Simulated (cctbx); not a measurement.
## X-rays or neutrons for the lightest atoms?

Cell a = 3.3310 Å, b = 3.3310 Å, c = 16.3500 Å, α = 90.00°, β = 90.00°, γ = 120.00°; space group P6_3mc (no. 186); content Ti2 Al6 C6. The heavier atoms are placed; C is still missing.

The data are simulated with cctbx, not measured: Ga Kα, λ = 1.3414 Å, to d = 0.8 Å, 95 % of the full sphere, strongest reflection 5000 counts, noise from counting, a 2 % proportional error and a noise floor of 4 counts (s.d.); no absorption.

Refinement without C (map in e/Å³):

```text
Rint 0.040, 166 unique reflections to 0.80 A
cycle     R1     wR2    GooF  max shift (A)
   1  0.2264  0.5429  18.439   0.05590
   8  0.1945  0.4240  14.401   0.01967
final R1 0.1955 wR2 0.4239 GooF 14.398  parameters 8  data/parameter 20.8
atom        x        y        z      Ueq    occ   su(xyz)  su(Uiso or U11)
Ti1    0.00000  0.00000  0.00462   0.0015  1.000  0.00095  0.0026
Al1    0.33333  0.66667  0.75787   0.0002  1.000  0.00157  0.0037
Al2    0.66667  0.33333  0.62875   0.0074  1.000  0.00126  0.0059
Al3    0.33333  0.66667  0.37022   0.0091  1.000  0.00134  0.0068
difference map: max 10.08 min -3.34 rms 1.08
Q1    0.3333  0.6667  0.9115    2   10.08  2.04 A from Al3
Q2    0.3333  0.6667  0.5802    2   10.02  2.08 A from Al2
Q3    0.3333  0.6667  0.2482    2    7.51  1.93 A from Al1
Q4    0.0000  0.0000  0.0021    2    7.45  0.04 A from Ti1
Q5    0.3333  0.6667  0.1371    2    4.72  0.14 A from Al2
Q6    0.3333  0.6667  0.3575    2    4.68  0.21 A from Al3
Q7    0.3333  0.6667  0.7752    2    2.93  0.28 A from Al1
Q8    0.0000  0.0000  0.3824    2    2.78  1.93 A from Al3
```

The data are simulated with cctbx, not measured: neutrons of λ = 1.17 Å, to d = 0.7 Å, 95 % of the full sphere, strongest reflection 5000 counts, noise from counting, a 2 % proportional error and a noise floor of 4 counts (s.d.); no absorption.

Refinement without C (map in fm/Å³; only maxima are listed):

```text
Rint 0.035, 243 unique reflections to 0.70 A
cycle     R1     wR2    GooF  max shift (A)
   1  0.4089  0.7383  29.012   0.05393
   4  0.3968  0.7257  28.518   0.00045
final R1 0.3968 wR2 0.7257 GooF 28.518  parameters 8  data/parameter 30.4
atom        x        y        z      Ueq    occ   su(xyz)  su(Uiso or U11)
Ti1    0.00000  0.00000  0.00580   0.0101  1.000  0.00133  0.0042
Al1    0.33333  0.66667  0.75816   0.0170  1.000  0.00204  0.0056
Al2    0.66667  0.33333  0.62839   0.0196  1.000  0.00201  0.0075
Al3    0.33333  0.66667  0.36835   0.0127  1.000  0.00177  0.0058
difference map: max 15.18 min -14.24 rms 1.83
Q1    0.3333  0.6667  0.9078    2   16.12  2.03 A from Al3
Q2    0.3333  0.6667  0.5762    2   15.93  2.10 A from Al2
Q3    0.3333  0.6667  0.2422    2   15.68  1.86 A from Al2
Q4    0.3333  0.6667  0.4394    2   15.29  1.16 A from Al3
Q5    0.3333  0.6667  0.6948    2   14.77  1.04 A from Al1
Q6    0.3333  0.6667  0.0283    2   13.91  1.64 A from Al2
Q7    0.3333  0.6667  0.1049    2   13.45  0.38 A from Al2
Q8    0.3333  0.6667  0.7745    2   12.07  0.27 A from Al1
```

**Question.** Where is C, and which data fix it better?

C sits at (2/3, 1/3, 0.0829), (2/3, 1/3, 0.4149) and (1/3, 2/3, 0.2517). Adding it takes R1 from 0.196 to 0.014 with X-rays and from 0.397 to 0.011 with neutrons. Its largest coordinate s.u. is 0.00072 with X-rays and 0.00009 with neutrons, so neutrons fix it better in these data. In the X-ray map Q1, Q2 and Q3 mark it. In the neutron map Q1, Q2 and Q3 mark it.

Final neutron refinement:

```text
Rint 0.035, 243 unique reflections to 0.70 A
cycle     R1     wR2    GooF  max shift (A)
   1  0.0651  0.1480   5.890   0.01481
   2  0.0110  0.0216   0.860   0.00000
final R1 0.0110 wR2 0.0216 GooF 0.860  parameters 14  data/parameter 17.4
atom        x        y        z      Ueq    occ   su(xyz)  su(Uiso or U11)
Ti1    0.00000  0.00000  0.00234   0.0107  1.000  0.00006  0.0001
Al1    0.33333  0.66667  0.75904   0.0124  1.000  0.00009  0.0002
Al2    0.66667  0.33333  0.63308   0.0160  1.000  0.00008  0.0003
Al3    0.33333  0.66667  0.37250   0.0140  1.000  0.00008  0.0003
C1     0.66667  0.33333  0.08391   0.0199  1.000  0.00009  0.0002
C2     0.66667  0.33333  0.41588   0.0187  1.000  0.00009  0.0002
C3     0.33333  0.66667  0.25268   0.0192  1.000  0.00008  0.0001
difference map: max 0.18 min -0.17 rms 0.03
Q1    0.3333  0.6667  0.8453    2    0.19  1.15 A from C2
Q2    0.3333  0.6667  0.4453    2    0.11  1.19 A from Al3
Q3    0.1001  0.2003  0.7533    6    0.11  1.35 A from Al1
Q4    0.3333  0.6667  0.9838    2    0.10  1.11 A from C2
Q5    0.3333  0.6667  0.7235    2    0.10  0.58 A from Al1
Q6    0.1612  0.3224  0.2819    6    0.09  1.10 A from C3
```

The model is made up (kin elements in a known structure type, no relaxation), so it says nothing on whether the phase exists.

[Middle refinement cycles are left out of these outputs.]

[Logs are printed without paths, hosts, clocks, repeated set-up lines and the standing remarks that a program may print on its own settings, such as how far it seeks lower states.]
